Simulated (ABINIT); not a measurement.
# Sr2SiS4 (P2_1/m): changed settings of a GW run in ABINIT, part 2 of 2

What do changed inputs do to GW on Sr2SiS4 (P2_1/m)?

ABINIT 10.8.3; LDA and many-body steps on it, plane waves. Known limits of the many-body steps: not at the basis limit; no spin-orbit coupling; coarse k mesh.

So far. Step 2 (Screening, 2×2×2 mesh, 210 bands, screening to 87.1 eV): Local fields lower ε∞ by 18 %. On a Γ-centred mesh this coarse the value itself is usually too large, while a short band sum pulls it down. Step 3 (Base): The gap on the mesh goes from 2.77 eV to 4.53 eV, a correction of +1.76 eV.

## Step 6: Smaller part of the screening matrix

Level of this step: G0W0 on LDA, plane waves, norm-conserving pseudopotentials (ABINIT).

Input file run.abi:

```
acell 3*1.0 Angstrom
rprim 
  6.608739210500 0.000000000000 -0.000000000000
  0.000000000000 6.659542380000 0.000000000000
  -2.582748258700 0.000000000000 7.848229828000
ntypat 3
znucl 38 14 16
natom 14
typat 1 1 1 1 2 2 3 3 3 3 3 3 3 3
xred 
  0.283671200000 0.750000000000 0.951809120000
  0.716328800000 0.250000000000 0.048190880000
  0.224829900000 0.750000000000 0.429263770000
  0.775170100000 0.250000000000 0.570736230000
  0.721301030000 0.750000000000 0.796846200000
  0.278698970000 0.250000000000 0.203153800000
  0.886453430000 0.750000000000 0.061575940000
  0.113546570000 0.250000000000 0.938424060000
  0.916900480000 0.750000000000 0.635667980000
  0.083099520000 0.250000000000 0.364332020000
  0.510384140000 0.501966720000 0.737248200000
  0.489615860000 0.001966720000 0.262751800000
  0.489615860000 0.498033280000 0.262751800000
  0.510384140000 0.998033280000 0.737248200000
pp_dirpath "pseudos"
pseudos "Sr.upf, Si.upf, S.upf"
ecut 28
ngkpt 2 2 2
nshiftk 1
shiftk 0 0 0
kptopt 1
chksymbreak 0
istwfk *1
occopt 1
irdwfk 1
optdriver 4
nband 210
gwcalctyp 0
ecutsigx 28
symsigma 1
nkptgw 2
kptgw 
  0.0000000000 0.0000000000 0.0000000000
  0.5000000000 0.0000000000 0.0000000000
bdgw 
  47 50
  47 50
ecuteps 1.6
irdscr 1
ppmodel 1
indata_prefix "in"
outdata_prefix "out"
tmpdata_prefix "tmp"
```

Run with:

```bash
$ OMP_NUM_THREADS=1 mpirun -n 16 abinit run.abi > log
```

Output:

```text
.Version 10.8.3 of ABINIT. v10.8.2 released Aug 2026.

 Symmetries : space group P2_1/m (# 11); Bravais mP (primitive monocl.)
[... echo of the input left out ...]
== DATASET  1 ==================================================================
-   mpi_nproc: 16, omp_nthreads: 1 (-1 if OMP is not activated)

--- !DatasetInfo
iteration_state: {dtset: 1, }
dimensions: {natom: 14, nkpt: 8, mband: 210, nsppol: 1, nspinor: 1, nspden: 1, mpw: 16528, }
cutoff_energies: {ecut:  28.0, pawecutdg:  -1.0, }
electrons: {nelect:   9.60000000E+01, charge:   0.00000000E+00, occopt:   1.00000000E+00, tsmear:   1.00000000E-02, }

 SIGMA: Calculation of the GW corrections

 Based on a program developped by R.W. Godby, V. Olevano, G. Onida, and L. Reining.
 Incorporated in ABINIT by V. Olevano, G.-M. Rignanese, and M. Torrent.
.Using double precision arithmetic ; gwpc =  8

[... cell and pseudopotentials left out ...]
--------------------------------------------------------------------------------

 ==== K-mesh for the wavefunctions ====
 Number of points in the irreducible wedge :     8
[... list of points left out ...]
 Together with  4 symmetry operations and time-reversal symmetry
 yields     8 points in the full Brillouin Zone.

 ==== Q-mesh for screening function ====
 Number of points in the irreducible wedge :     8
[... list of points left out ...]
 Together with  4 symmetry operations and time-reversal symmetry
 yields     8 points in the full Brillouin Zone.

 vcoul_init : cutoff-mode = AUXILIARY_FUNCTION
 q-points for optical limit:   1
     1)      0.000010    0.000020    0.000030
 setmesh: FFT mesh size selected  =    60x   60x   72
          total number of points  =       259200

 Number of electrons calculated from density =   96.0000; Expected =   96.0000
[...]
number of omega for Sigma on real axis              0
 max omega for Sigma on real axis  [eV]           0.00
 zcut for avoiding poles [eV]                     0.10

 EPSILON^-1 parameters (SCR file):
 dimension of the eps^-1 matrix on file            631
 dimension of the eps^-1 matrix used               227
 number of plane-waves for wavefunctions         16459
 number of bands                                   210
 number of q-points in IBZ                           8
 number of frequencies                               2
 number of real frequencies                          1
 number of imag frequencies                          1

 matrix elements of self-energy operator (all in [eV])

 Perturbative Calculation

--- !SelfEnergy_ee
iteration_state: {dtset: 1, }
kpoint     : [   0.000,    0.000,    0.000, ]
spin       : 1
KS_gap     :    3.139
QP_gap     :    4.610
Delta_QP_KS:    1.471
data: !SigmaeeData |
     Band     E0 <VxcDFT>   SigX SigC(E0)      Z dSigC/dE  Sig(E)    E-E0       E
       47   3.591 -12.965 -15.876   2.476   0.798  -0.253 -13.312  -0.347   3.245
       48   3.809 -12.879 -15.746   2.432   0.797  -0.255 -13.226  -0.346   3.463
       49   6.948  -9.881  -5.385  -3.134   0.826  -0.210  -8.756   1.125   8.073
[...]
--- !SelfEnergy_ee
iteration_state: {dtset: 1, }
kpoint     : [   0.500,    0.000,    0.000, ]
spin       : 1
KS_gap     :    2.952
QP_gap     :    4.619
Delta_QP_KS:    1.667
data: !SigmaeeData |
     Band     E0 <VxcDFT>   SigX SigC(E0)      Z dSigC/dE  Sig(E)    E-E0       E
[...]
49   6.575  -9.763  -5.121  -3.038   0.830  -0.205  -8.432   1.331   7.906
       50   6.982 -10.009  -5.529  -2.995   0.825  -0.212  -8.783   1.226   8.208

== END DATASET(S) ==============================================================
================================================================================

 -outvars: echo values of variables after computation  --------
           etotal      0.0000000000E+00
            nband         210
             nkpt           8
          spgroup          11
 [... the other variables as echoed above ...]

 Calculation completed.
```

It took 9.2 s on 16 MPI ranks of Arm Neoverse V1, shared host; peak memory 4.9 GiB.

This step gave:

| Item | Value |
| --- | --- |
| G0W0 gap on the points computed | 4.443 eV |
| starting gap on the mesh | 2.766 eV |
| k of the valence top | 0, 0, 0 |
| k of the conduction bottom | 0.5, 0, 0 |
| Z at the valence top | 0.797 |
| Z at the conduction bottom | 0.83 |
| least direct G0W0 gap on the computed points | 4.61 eV |

## Step 7: No symmetry in the self-energy

run.abi: that of step 6 with these lines changed.

```diff
@@ -39,3 +39,3 @@
 ecutsigx 28
-symsigma 1
+symsigma 0
 nkptgw 2
@@ -47,3 +47,3 @@
   47 50
-ecuteps 1.6
+ecuteps 3.2
 irdscr 1
```

Output:

```text
.Version 10.8.3 of ABINIT. v10.8.2 released Aug 2026.

 Symmetries : space group P2_1/m (# 11); Bravais mP (primitive monocl.)
[... echo of the input left out ...]
== DATASET  1 ==================================================================
-   mpi_nproc: 16, omp_nthreads: 1 (-1 if OMP is not activated)

--- !DatasetInfo
iteration_state: {dtset: 1, }
dimensions: {natom: 14, nkpt: 8, mband: 210, nsppol: 1, nspinor: 1, nspden: 1, mpw: 16528, }
cutoff_energies: {ecut:  28.0, pawecutdg:  -1.0, }
[...]
Band     E0 <VxcDFT>   SigX SigC(E0)      Z dSigC/dE  Sig(E)    E-E0       E
[...]
49   6.575  -9.763  -5.121  -2.977   0.828  -0.208  -8.385   1.378   7.953
       50   6.982 -10.009  -5.529  -2.978   0.821  -0.218  -8.776   1.233   8.215

== END DATASET(S) ==============================================================
================================================================================

 -outvars: echo values of variables after computation  --------
           etotal      0.0000000000E+00
            nband         210
             nkpt           8
          spgroup          11
 [... the other variables as echoed above ...]

 Calculation completed.
```

Wall time 24 s (16 MPI ranks); peak memory 8.5 GiB; 6.3 min of CPU time.

This step gave:

```yaml
g0w0_gap_on_the_points_computed: 4.528 eV
starting_gap_on_the_mesh: 2.766 eV
k_of_the_valence_top: 0, 0, 0
k_of_the_conduction_bottom: 0.5, 0, 0
least_direct_g0w0_gap_on_the_computed_points: 4.664 eV
```

Against G0W0 in ABINIT (2×2×2 mesh, 210 bands, screening to 87.1 eV, Godby-Needs plasmon pole), the gap moves by +0.000 eV.

## Step 8: More bands than the file holds

run.abi: that of step 7 with these lines changed.

```diff
@@ -36,6 +36,6 @@
 optdriver 4
-nband 210
+nband 630
 gwcalctyp 0
 ecutsigx 28
-symsigma 0
+symsigma 1
 nkptgw 2
```

Output:

```text
.Version 10.8.3 of ABINIT. v10.8.2 released Aug 2026.

 Symmetries : space group P2_1/m (# 11); Bravais mP (primitive monocl.)
================================================================================
 Values of the parameters that define the memory need of the present run
     intxc =       0    ionmov =       0      iscf =       7    lmnmax =       6
     lnmax =       6     mgfft =      80  mpssoang =       3    mqgrid =    3533
     natom =      14  nloc_mem =       1    nspden =       1   nspinor =       1
    nsppol =       1      nsym =       4    n1xccc =    2501    ntypat =       3
    occopt =       1   xclevel =       1
-    mband =         630        mffmem =           1         mkmem =           1
       mpw =       16528          nfft =      288000          nkpt =           8
================================================================================
  Rough estimation (10% accuracy) of disk space for files :
================================================================================

--------------------------------------------------------------------------------
------------- Echo of variables that govern the present computation ------------
--------------------------------------------------------------------------------
 -outvars: echo values of preprocessed input variables --------
            acell      1.8897261259E+00  1.8897261259E+00  1.8897261259E+00 Bohr

             bdgw          47      50      47      50
      chksymbreak           0
             ecut      2.80000000E+01 Hartree
          ecuteps      3.20000000E+00 Hartree
         ecutsigx      2.80000000E+01 Hartree
          ecutwfn      2.80000000E+01 Hartree
-          fftalg         312
           irdscr           1
           irdwfk           1

[...]
R(1)= 12.4887071  0.0000000  0.0000000  G(1)=  0.0800723  0.0000000  0.0263507
 R(2)=  0.0000000 12.5847112  0.0000000  G(2)=  0.0000000  0.0794615  0.0000000
 R(3)= -4.8806869  0.0000000 14.8310049  G(3)=  0.0000000  0.0000000  0.0674263
 Unit cell volume ucvol=  2.3309412E+03 bohr^3
 Angles (23,13,12)=  9.00000000E+01  1.08215689E+02  9.00000000E+01 degrees

--- Pseudopotential description ------------------------------------------------
- Sr Generated using ONCVPSP code by D. R. Hamann
- 38.00000  10.00000  180309                  znucl, zion, pspdat
12 -1012 2 -1 1812                            pspcod,pspxc,lmax,lloc,mmax
     nproj     2     2     2
  pspatm : epsatm=   12.22067766
         --- l  ekb(1:nproj) -->
[...]
pspatm: atomic psp has been read  and splines computed

- Si Generated using ONCVPSP code by D. R. Hamann
- 14.00000   4.00000  180309                  znucl, zion, pspdat
12 -1012 2 -1 1510                            pspcod,pspxc,lmax,lloc,mmax
     nproj     2     2     2
  pspatm : epsatm=    6.67003958
         --- l  ekb(1:nproj) -->
[...]
pspatm: atomic psp has been read  and splines computed

- S Generated using ONCVPSP code by D. R. Hamann
- 16.00000   6.00000  180309                  znucl, zion, pspdat
12 -1012 2 -1 1132                            pspcod,pspxc,lmax,lloc,mmax
     nproj     2     2     2
  pspatm : epsatm=    8.64647033
         --- l  ekb(1:nproj) -->
[...]
1    3.264508    0.889325
             2   -2.858321   -0.603195
 pspatm: atomic psp has been read  and splines computed

   1.26138770E+04                                ecore*ucvol(ha*bohr**3)
--------------------------------------------------------------------------------

--- !ERROR
message: |
    Number of bands stored WFK file is less than required.
    WFK mband: 230, self-energy nband: 630

--- !ERROR
message: |
    Number of bands stored WFK file is less than required.
    WFK mband: 230, self-energy nband: 630

--- from the log ---
Number of bands stored WFK file is less than required.
    WFK mband: 230, self-energy nband: 630
```

The job ended after 3.1 s (16 MPI ranks; peak memory 0.75 GiB).

The run stopped with an error after 3.1 s.

The program's words: Number of bands stored WFK file is less than required. WFK mband: 230, self-energy nband: 630

The fault put into this input: more bands than the file holds.

## Step 9: Exchange cutoff of one hartree

run.abi: that of step 8 with these lines changed.

```diff
@@ -36,5 +36,5 @@
 optdriver 4
-nband 630
+nband 210
 gwcalctyp 0
-ecutsigx 28
+ecutsigx 1
 symsigma 1
```

Output:

```text
.Version 10.8.3 of ABINIT. v10.8.2 released Aug 2026.

 Symmetries : space group P2_1/m (# 11); Bravais mP (primitive monocl.)
[... echo of the input left out ...]
== DATASET  1 ==================================================================
-   mpi_nproc: 16, omp_nthreads: 1 (-1 if OMP is not activated)

--- !DatasetInfo
iteration_state: {dtset: 1, }
dimensions: {natom: 14, nkpt: 8, mband: 210, nsppol: 1, nspinor: 1, nspden: 1, mpw: 16528, }
cutoff_energies: {ecut:  28.0, pawecutdg:  -1.0, }
electrons: {nelect:   9.60000000E+01, charge:   0.00000000E+00, occopt:   1.00000000E+00, tsmear:   1.00000000E-02, }

 SIGMA: Calculation of the GW corrections

 Based on a program developped by R.W. Godby, V. Olevano, G. Onida, and L. Reining.
 Incorporated in ABINIT by V. Olevano, G.-M. Rignanese, and M. Torrent.
.Using double precision arithmetic ; gwpc =  8

[... cell and pseudopotentials left out ...]
--------------------------------------------------------------------------------

 ==== K-mesh for the wavefunctions ====
 Number of points in the irreducible wedge :     8
[... list of points left out ...]
 Together with  4 symmetry operations and time-reversal symmetry
 yields     8 points in the full Brillouin Zone.

 ==== Q-mesh for screening function ====
 Number of points in the irreducible wedge :     8
[... list of points left out ...]
 Together with  4 symmetry operations and time-reversal symmetry
 yields     8 points in the full Brillouin Zone.

 vcoul_init : cutoff-mode = AUXILIARY_FUNCTION
 q-points for optical limit:   1
     1)      0.000010    0.000020    0.000030
 setmesh: FFT mesh size selected  =    36x   36x   45
          total number of points  =        58320

 Number of electrons calculated from density =   96.0000; Expected =   96.0000
[...]
number of omega for Sigma on real axis              0
 max omega for Sigma on real axis  [eV]           0.00
 zcut for avoiding poles [eV]                     0.10

 EPSILON^-1 parameters (SCR file):
 dimension of the eps^-1 matrix on file            631
 dimension of the eps^-1 matrix used               109
 number of plane-waves for wavefunctions         16459
 number of bands                                   210
 number of q-points in IBZ                           8
 number of frequencies                               2
 number of real frequencies                          1
 number of imag frequencies                          1

 matrix elements of self-energy operator (all in [eV])

 Perturbative Calculation

--- !SelfEnergy_ee
iteration_state: {dtset: 1, }
kpoint     : [   0.000,    0.000,    0.000, ]
spin       : 1
KS_gap     :    3.139
QP_gap     :    3.977
Delta_QP_KS:    0.838
data: !SigmaeeData |
     Band     E0 <VxcDFT>   SigX SigC(E0)      Z dSigC/dE  Sig(E)    E-E0       E
       47   3.591 -12.965 -13.149   2.488   0.810  -0.234 -11.099   1.866   5.458
       48   3.809 -12.879 -13.105   2.449   0.809  -0.235 -11.080   1.799   5.608
       49   6.948  -9.881  -3.568  -3.141   0.831  -0.203  -7.244   2.637   9.585
[...]
--- !SelfEnergy_ee
iteration_state: {dtset: 1, }
kpoint     : [   0.500,    0.000,    0.000, ]
spin       : 1
KS_gap     :    2.952
QP_gap     :    3.594
Delta_QP_KS:    0.642
data: !SigmaeeData |
     Band     E0 <VxcDFT>   SigX SigC(E0)      Z dSigC/dE  Sig(E)    E-E0       E
[...]
49   6.575  -9.763  -3.618  -3.088   0.833  -0.201  -7.218   2.545   9.121
       50   6.982 -10.009  -3.915  -2.988   0.831  -0.204  -7.429   2.580   9.562

== END DATASET(S) ==============================================================
================================================================================

 -outvars: echo values of variables after computation  --------
           etotal      0.0000000000E+00
            nband         210
             nkpt           8
          spgroup          11
 [... the other variables as echoed above ...]

 Calculation completed.
```

Run time: 6.4 s. Hardware: 16 MPI ranks; peak memory 3.5 GiB; 100 s of CPU time.

The run ended normally, though the input holds a fault or crude settings.

The fault put into this input: exchange cutoff of one hartree. It printed a gap of 3.51 eV, an artefact of the input.

## Step 10: The runs together

Times are wall times on 16 MPI ranks of Arm Neoverse V1, shared host, good to a factor of about two. A run's time includes the screening step that it read.

```csv
run,mesh,bands,screening cutoff (eV),DFT gap (eV),gap on the mesh (eV),direct (eV),ε∞ used,time
base,2×2×2,210,87.1,2.766,4.528,4.664,4.86,5 min
scissors in G,2×2×2,210,87.1,2.766,4.581,4.718,4.86,5 min
exchange cutoff,2×2×2,210,87.1,2.766,4.549,4.645,4.86,5 min
smaller part of the screening matrix,2×2×2,210,43.5,2.766,4.443,4.610,4.86,4.8 min
no symmetry in the self-energy,2×2×2,210,87.1,2.766,4.528,4.664,4.86,5 min
```

## Step 11: What came out

```
base                                 : 4.528 eV
scissors in G                        : 4.581 eV
exchange cutoff                      : 4.549 eV
smaller part of the screening matrix : 4.443 eV
no symmetry in the self-energy       : 4.528 eV
known limits                         : not at the basis limit; no spin-orbit coupling; coarse k mesh
```

Scissors in G: +0.053 eV against base (keys changed: mbpt_sciss). Exchange cutoff: +0.021 eV against base (keys changed: ecutsigx). Smaller part of the screening matrix: −0.085 eV against base (keys changed: ecuteps). No symmetry in the self-energy: no change against base (keys changed: symsigma). Bands and cutoff are finite, so the gap is not at the basis limit. The miss can reach some tenths of an eV and take either sign; the mesh is an error of its own. In the G0W0 runs levels were corrected at 2 k points alone, so a gap called «on the mesh» is the least over those, and an edge elsewhere would be missed. The 2×2×2 mesh is coarse for this cell, which bears on the long-range parts of exchange and screening. The many-body steps are scalar-relativistic: spin-orbit coupling is not in them.

[Paths, hosts, dates, memory and timing lines, banners, echoed tables and standing remarks are left out of the program output.]

[Logs are printed without paths, hosts, clocks, repeated set-up lines and the standing remarks that a program may print on its own settings, such as how far it seeks lower states.]

[Runs of the session that timed out or met a known fault of the program may be left out.]

[Hosts, paths, dates, database ids (printed as entryN), source tags and the programs' standing remarks are cut or masked in the printed files.]

[G0W0 gaps are taken among the corrected bands and points alone; a level outside them can change the order at an edge.]

[Where Ansatz stands beside ABINIT at settings called matched, ABINIT's density can come from a denser mesh and the files from another edition; pairs whose starting gaps differed by over 0.03 eV were left out, so agreement reads better than it is.]
